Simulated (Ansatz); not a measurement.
# HfO2 (Fm-3m): zone-centre modes under pressure, part 2 of 2

Aim: how do the optical modes of HfO2 (Fm-3m) move with volume?

Ansatz 0.2.0; DFT LDA, scalar-relativistic, plane waves, PAW; PAW set soft_1.

So far, mean static dielectric tensor (ions relaxed, fixed cell): step 5 (modes at rest) 34.8.

**7. Modes of this member: 1.06 times the volume at rest**

The zone-centre modes follow for 1.06 times the volume at rest, with the response to a field.

File input.yaml:

```yaml
crystal:
  lattice:
    - [0.0, 2.5499152943, 2.5499152943]
    - [2.5499152943, 0.0, 2.5499152943]
    - [2.5499152943, 2.5499152943, 0.0]
  atoms:
    - { symbol: O, position: [0.25, 0.25, 0.25] }
    - { symbol: O, position: [0.75, 0.75, 0.75] }
    - { symbol: Hf, position: [0.0, 0.0, 0.0] }
kpoints:
  mp_grid: { grid: [8, 8, 8] }
hamiltonian:
  xc: lda
  pseudopotentials: { kind: paw, azcp: { folder: soft_1 }, xc_functional: pbe }
scf:
  occupations: { method: fixed }
output:
  eigenvalues: true
phonons:
  method: dfpt
  dielectric: true
  rigid_motions: translations
```

Command:

```
ansatz run input.yaml --threads 4 --pin off --max-ram 10240MiB --backend cpu --events-out ev --progress --plain --runs-dir out
```

Numbers of over 12 decimals in the logs are rounded to 6 here.

What it wrote:

```text
[...]
Crystal: 3 atoms, lattice volume = 33.159 Å³
Basis set: ecut = 420 eV, 645 PW (Γ), exchange–correlation on 50×50×50 points (8 copies of the dense FFT grid, shifted against one another)
Bands: 23, of which v1, the nominal top of the filled ones, is band 19 counted from 1 (18 counted from 0)
Symmetry: 48 space group operations
k-points: 95 of 512 (irreducible under 4 space group operations, time reversal used)
[...]
SCF iter   1: F=—  HF=-16594.208630 eV  |F-HF|=—  |Δ(HF+E_count)|=         —  Δρ=9.06e-2  dr2=2.02e0  ethr=3.10e-3  ⟨swp⟩=4.0  Hψ=7167  notcnv=0  defer=188
[...]
SCF iter   9: F=-16593.530654 eV  HF=-16593.530654 eV  |F-HF|=2.18e-11  |Δ(HF+E_count)|=  1.31e-10  Δρ=1.72e-7  dr2=3.02e-12  ethr=1.00e-12  ⟨swp⟩=8.8  Hψ=15175  notcnv=0
SCF 1 converged in 9 iterations: F = -16593.530654 eV  dr2 = 3.02e-12
[...]
SCF converged after 9 iterations
Free energy (F): -16593.530654 eV
[...]
Internal energy: -16593.530654 eV  (E = F + TS)
E sigma→0 (E₀):  -16593.530654 eV
Fermi energy:    14.089830 eV
[...]
--- Band table (eV; the first three rows and the last of 95) ---
  k-point 0: bands = [... 15 lower, 8.7451, 13.4728, 13.4728, 13.4728, 17.7394, 17.7394, 19.5635, 24.2349]
  k-point 1: bands = [... 15 lower, 9.1720, 13.0065, 13.1831, 13.1831, 18.0277, 18.0277, 20.1744, 23.5434]
  k-point 2: bands = [... 15 lower, 10.1506, 12.0854, 12.6597, 12.6597, 18.4531, 18.4531, 20.8430, 22.9923]
  k-point 94: bands = [... 15 lower, 11.5097, 11.5097, 12.6512, 13.8848, 18.6662, 18.9786, 20.9513, 20.9513]
[...]
ASR residual: 4.808e-5 → 0.000e0 eV/Å²; symmetrization residual: 7.422e-6 eV/Å²
  ASR residual per site (eV/Å²): 4.81e-5 4.81e-5 4.14e-5
  Γ frequencies (cm⁻¹): 0.00 0.00 0.00 185.22 185.22 185.22 545.53 545.53 545.53
  ε∞ (high-frequency dielectric tensor):
        5.424157     0.000000    -0.000000
        0.000000     5.424157     0.000000
        0.000000     0.000000     5.424157
  ε⁰ (static dielectric tensor: ions relaxed, cell fixed):
       54.793810    -0.000000    -0.000000
       -0.000000    54.793810    -0.000000
       -0.000000    -0.000000    54.793810
  ε⁰ − ε∞ (ionic part):
       49.369653    -0.000000    -0.000000
       -0.000000    49.369653    -0.000000
       -0.000000    -0.000000    49.369653
[...]
Born effective charges Z* (e; rows j = field, columns β = displacement):
    site 0:
        -2.78254    0.00000   -0.00000
         0.00000   -2.78254   -0.00000
         0.00000    0.00000   -2.78254
    site 1:
        -2.78254    0.00000    0.00000
        -0.00000   -2.78254   -0.00000
         0.00000    0.00000   -2.78254
    site 2:
         5.56508   -0.00000    0.00000
         0.00000    5.56508    0.00000
         0.00000   -0.00000    5.56508
  Z* charge neutrality: 2.521e-5 e pre-enforcement
[...]
optical modes at Γ without the LO–TO term, one row a degenerate level:
      ω (cm⁻¹)  modes    IR ((D/Å)²/amu)
        185.22      3            78.9985
        545.53      3             0.0000
  optical modes at Γ + LO–TO along q̂ = [1.0000, 0.0000, 0.0000]:
      ω (cm⁻¹)  modes    IR ((D/Å)²/amu)
        185.22      2            52.6656
        545.53      3             0.0000
        588.70      1            26.3328
  optical modes at Γ + LO–TO along q̂ = [0.0000, 1.0000, 0.0000]:
      ω (cm⁻¹)  modes    IR ((D/Å)²/amu)
        185.22      2            52.6656
        545.53      3             0.0000
        588.70      1            26.3328
  optical modes at Γ + LO–TO along q̂ = [0.0000, 0.0000, 1.0000]:
      ω (cm⁻¹)  modes    IR ((D/Å)²/amu)
        185.22      2            52.6656
        545.53      3             0.0000
        588.70      1            26.3328
```

Run time: 13 s. Hardware: 4 threads of Arm Neoverse V1, shared host; peak memory 0.57 GiB.

This step gave:

```
sum-rule residual before enforcement                    : 4.81e-5 eV/Å²
miss of the charge sum rule                             : 2.52e-5 e
highest optical mode at the zone centre (no LO-TO term) : 545.5 cm⁻¹
lowest optical zone-centre mode                         : 185.2 cm⁻¹
mean high-frequency dielectric constant                 : 5.424
largest Born charge (third of the trace)                : 5.565 e
mean static dielectric constant                         : 54.79
top of the zone-centre spectrum with the field          : 588.7 cm⁻¹
```

Without the LO-TO term. Patterns of degenerate modes are one choice out of their space. Modes at Γ, with each element's share of the kinetic energy:

| mode | frequency (cm⁻¹) | symmetry | O % | Hf % |
| --- | --- | --- | --- | --- |
| 1 | 0.0 | acoustic | 15 | 85 |
| 2 | 0.0 | acoustic | 15 | 85 |
| 3 | 0.0 | acoustic | 15 | 85 |
| 4 | 185.2 | T1u | 85 | 15 |
| 5 | 185.2 | T1u | 85 | 15 |
| 6 | 185.2 | T1u | 85 | 15 |
| 7 | 545.5 | T2g | 100 | 0 |
| 8 | 545.5 | T2g | 100 | 0 |
| 9 | 545.5 | T2g | 100 | 0 |

Displacements in mode 5 (185.2 cm⁻¹), the largest set to 1:
```
O1   0.00  0.05  1.00
O2   0.00  0.05  1.00
Hf3  0.00 -0.01 -0.18
```

Displacements in mode 7 (545.5 cm⁻¹), the largest set to 1:
```
O1   1.00  0.00  0.00
O2  -1.00  0.00  0.00
Hf3  0.00  0.00  0.00
```

Transverse modes. Lines of the infrared spectrum (strongest = 100):

| position (cm⁻¹) | label | relative intensity |
| --- | --- | --- |
| 185 | T1u | 100 |
| 546 | T2g | 0.0 |

Without the LO-TO term the lowest optical mode is real, 185 cm⁻¹, and the highest lies at 545.5 cm⁻¹.

Between step 5 and this run (volume ratio 1.06) the value for the mean static dielectric tensor (ions relaxed, fixed cell) moves from 34.8 to 54.8 (+58 %).

**8. Ground state of a member: 0.9 times the volume at rest**

The cell is set to 0.9 times the volume at rest; symmetry leaves nothing else free, so this is a single point.

input.yaml, the sections that differ from step 7:

```yaml
crystal:
  lattice:
    - [0.0, 2.4145598154, 2.4145598154]
    - [2.4145598154, 0.0, 2.4145598154]
    - [2.4145598154, 2.4145598154, 0.0]
  atoms:
    - { symbol: O, position: [0.25, 0.25, 0.25] }
    - { symbol: O, position: [0.75, 0.75, 0.75] }
    - { symbol: Hf, position: [0.0, 0.0, 0.0] }
output:
  forces: true
  stress: true
  eigenvalues: true
# kpoints, hamiltonian, scf: as in step 7
# phonons: removed
```

What it wrote:

```text
[...]
Crystal: 3 atoms, lattice volume = 28.154 Å³
Basis set: ecut = 420 eV, 537 PW (Γ)
Bands: 23, of which v1, the nominal top of the filled ones, is band 19 counted from 1 (18 counted from 0)
Symmetry: 48 space group operations
[...]
k-points: 29 of 512
[...]
--- Band table (eV; the first three rows and the last of 29) ---
  k-point 0: bands = [... 15 lower, 10.9608, 16.7331, 16.7331, 16.7331, 21.3759, 21.3759, 24.1772, 29.6892]
  k-point 1: bands = [... 15 lower, 11.5757, 16.2638, 16.3646, 16.3646, 21.7826, 21.7826, 24.7522, 28.7087]
  k-point 2: bands = [... 15 lower, 12.8860, 15.2986, 15.7537, 15.7537, 22.3674, 22.3674, 25.1619, 28.0983]
  k-point 28: bands = [... 15 lower, 14.4867, 14.4867, 15.6790, 17.1795, 22.5987, 23.0431, 25.7604, 25.7604]
[key lines of the parts left out:]
SCF converged after 9 iterations
Free energy (F): -16593.289414 eV
Fermi energy:    17.439454 eV
P = ⅓ Tr σ = 37.1047 GPa (371.047 kbar)
```

Elapsed: 0.69 s, on 4 threads; peak memory 0.29 GiB.

Numbers from this step:

| Item | Value |
| --- | --- |
| pressure | 37.10 GPa |
| gap on the k-mesh | 3.897 eV |
| volume per atom | 9.385 Å³ |

The forces vanish by symmetry, at a pressure of 37.10 GPa.

**9. Modes of this member: 0.9 times the volume at rest**

The zone-centre modes follow for 0.9 times the volume at rest, with the response to a field.

Changes to input.yaml since step 8:

```diff
@@ -17,4 +17,6 @@
 output:
-  forces: true
-  stress: true
   eigenvalues: true
+phonons:
+  method: dfpt
+  dielectric: true
+  rigid_motions: translations
```

What it wrote:

```text
[...]
Crystal: 3 atoms, lattice volume = 28.154 Å³
Basis set: ecut = 420 eV, 537 PW (Γ), exchange–correlation on 48×48×48 points (8 copies of the dense FFT grid, shifted against one another)
Bands: 23, of which v1, the nominal top of the filled ones, is band 19 counted from 1 (18 counted from 0)
Symmetry: 48 space group operations
k-points: 95 of 512 (irreducible under 4 space group operations, time reversal used)
[...]
optical modes at Γ + LO–TO along q̂ = [1.0000, 0.0000, 0.0000]:
      ω (cm⁻¹)  modes    IR ((D/Å)²/amu)
[...]
optical modes at Γ + LO–TO along q̂ = [0.0000, 1.0000, 0.0000]:
      ω (cm⁻¹)  modes    IR ((D/Å)²/amu)
[...]
710.57      1            27.1893
  optical modes at Γ + LO–TO along q̂ = [0.0000, 0.0000, 1.0000]:
      ω (cm⁻¹)  modes    IR ((D/Å)²/amu)
        352.07      2            54.3786
        696.69      3             0.0000
        710.57      1            27.1893
[key lines of the parts left out:]
SCF converged after 10 iterations
Free energy (F): -16593.289416 eV
Fermi energy:    17.439454 eV
```

Elapsed: 22 s, on 4 threads; peak memory 0.63 GiB.

Numbers from this step:

```yaml
sum_rule_residual_before_enforcement: 8.22e-6 eV/Å²
miss_of_the_charge_sum_rule: 3.22e-4 e
estimated_error_of_the_dielectric_tensor: 0.01350
estimated_error_of_the_born_charges: 0.02671 e
highest_optical_mode_at_the_zone_centre_no_lo_to_term: 696.7 cm⁻¹
lowest_optical_zone_centre_mode: 352.1 cm⁻¹
mean_high_frequency_dielectric_constant: 5.407
largest_born_charge_third_of_the_trace: 5.655 e
mean_static_dielectric_constant: 22.02
top_of_the_zone_centre_spectrum_with_the_field: 710.6 cm⁻¹
```

Without the LO-TO term. Patterns of degenerate modes are one choice out of their space. The modes at Γ (shares of kinetic energy by element, %):

| mode | frequency (cm⁻¹) | symmetry | O % | Hf % |
| --- | --- | --- | --- | --- |
| 1 | 0.0 | acoustic | 15 | 85 |
| 2 | 0.0 | acoustic | 15 | 85 |
| 3 | 0.0 | acoustic | 15 | 85 |
| 4 | 352.1 | T1u | 85 | 15 |
| 5 | 352.1 | T1u | 85 | 15 |
| 6 | 352.1 | T1u | 85 | 15 |
| 7 | 696.7 | T2g | 100 | 0 |
| 8 | 696.7 | T2g | 100 | 0 |
| 9 | 696.7 | T2g | 100 | 0 |

Displacements in mode 4 (352.1 cm⁻¹), the largest set to 1:
```
O1   1.00 -0.28 -0.05
O2   1.00 -0.28 -0.05
Hf3 -0.18  0.05  0.01
```

Displacements in mode 7 (696.7 cm⁻¹), the largest set to 1:
```
O1   1.00  0.00  0.00
O2  -1.00  0.00  0.00
Hf3  0.00  0.00  0.00
```

Transverse modes. Lines of the infrared spectrum (strongest = 100):

| position (cm⁻¹) | label | relative intensity |
| --- | --- | --- |
| 352 | T1u | 100 |
| 697 | T2g | 0.0 |

Without the LO-TO term the lowest optical mode is real, 352 cm⁻¹, and the highest lies at 696.7 cm⁻¹.

Between step 5 and this run (volume ratio 0.9) the value for the mean static dielectric tensor (ions relaxed, fixed cell) moves from 34.8 to 22.0 (-37 %).

**10. All members side by side**

The members are set side by side, also those not shown above.

Each row is one cell with its response, relaxed at fixed volume as far as symmetry leaves anything free; energies are extrapolated to zero smearing, and E0 is that at rest; shape and atoms are relaxed in each cell where symmetry leaves them free. State of the crystal along the series:

| volume ratio | V (Å³/atom) | pressure (GPa) | E - E0 (meV/atom) | gap on mesh (eV) | ε∞ | ε0 | largest Born charge in size, a third of the trace (e) | top mode with the field, highest of q along x, y and z (cm⁻¹) |
| --- | --- | --- | --- | --- | --- | --- | --- | --- |
| 0.9 | 9.385 | 37.1 | 110.2 | 3.897 | 5.407 | 22.02 | 5.655 | 710.6 |
| 0.92 | 9.593 | 28.05 | 67.93 | 3.851 | 5.397 | 23.7 | 5.64 | 693.4 |
| 0.94 | 9.802 | 19.9 | 36.82 | 3.803 | 5.392 | 25.68 | 5.625 | 676.8 |
| 0.96 | 10.01 | 12.56 | 15.76 | 3.756 | 5.39 | 28.09 | 5.612 | 660.8 |
| 0.98 | 10.22 | 5.957 | 3.742 | 3.709 | 5.391 | 31.03 | 5.6 | 645.3 |
| 0.99 | 10.32 | 2.901 | 0.8544 | 3.685 | 5.393 | 32.78 | 5.595 | 637.8 |
| 1 | 10.43 | 0.001431 | 0 | 3.661 | 5.395 | 34.76 | 5.59 | 630.4 |
| 1.02 | 10.64 | -5.358 | 3.495 | 3.618 | 5.402 | 39.53 | 5.58 | 616 |
| 1.04 | 10.85 | -10.19 | 13.66 | 3.572 | 5.412 | 45.91 | 5.572 | 602.1 |
| 1.06 | 11.05 | -14.55 | 29.8 | 3.527 | 5.424 | 54.79 | 5.565 | 588.7 |

Without the LO-TO term; each mode is tracked from rest by its pattern, and modes that stay within 0.3 cm⁻¹ of each other stand once; shape and atoms are relaxed in each cell where symmetry leaves them free. Optical modes along the series:

| V (Å³/atom) | mode 4 T1u (cm⁻¹) | mode 7 T2g (cm⁻¹) |
| --- | --- | --- |
| 9.385 | 352.1 | 696.7 |
| 9.593 | 330.9 | 674.9 |
| 9.802 | 310.1 | 654.1 |
| 10.01 | 289.5 | 634 |
| 10.22 | 269 | 614.9 |
| 10.32 | 258.7 | 605.6 |
| 10.43 | 248.3 | 596.5 |
| 10.64 | 227.7 | 578.8 |
| 10.85 | 206.7 | 561.8 |
| 11.05 | 185.2 | 545.5 |

From cubic fits (parabolas where under five rows exist) of ln ω and P against ln V through the rows within about 4 % of rest: γ = −d ln ω / d ln V and dω/dP = γ ω / B. Slopes at rest:

| mode | fitted frequency at rest (cm⁻¹) | Grüneisen parameter γ | dω/dP (cm⁻¹/GPa) |
| --- | --- | --- | --- |
| mode 4 T1u | 248.4 | 4.15 | 3.65 |
| mode 7 T2g | 596.5 | 1.51 | 3.19 |

**11. What came out**

| Quantity | Value |
| --- | --- |
| members | 10 |
| highest optical mode at the zone centre (no LO-TO term), at rest | 596.5 cm⁻¹ |
| bulk modulus at rest | 283 GPa |
| mode 4 T1u, γ | 4.15 |
| mode 7 T2g, γ | 1.51 |

What this shows: The series spans -14.5 to 37.1 GPa, and the slope at rest gives a bulk modulus of 283 GPa. Among the modes in the table of slopes γ runs from 1.51 (mode 7 T2g) to 4.15 (mode 4 T1u). ε∞ is 5.40 at rest, with d ln ε∞ / d ln V = 0.05. One k mesh and one cutoff serve the ground states and modes of all volumes; the field response picks its own mesh. These are harmonic frequencies at zero temperature: anharmonic shifts, linewidths and thermal expansion are left out. Spin-orbit coupling is left out, which can matter for the heavy elements here. The PAW files were made for PBE; the program adapts parts of them to the functional of the run, but their partial waves stay those of PBE, an approximation that was not tested in this session. Only the zone centre was solved, so an instability at another wavevector cannot show here. The cubic phase of this oxide is a high-temperature one, known to be unstable at zero temperature to an oxygen mode at X.

[Logs are printed without paths, hosts, clocks, repeated set-up lines and the standing remarks that a program may print on its own settings, such as how far it seeks lower states.]

[Hosts, paths, dates, database ids (printed as entryN), source tags and the programs' standing remarks are cut or masked in the printed files.]
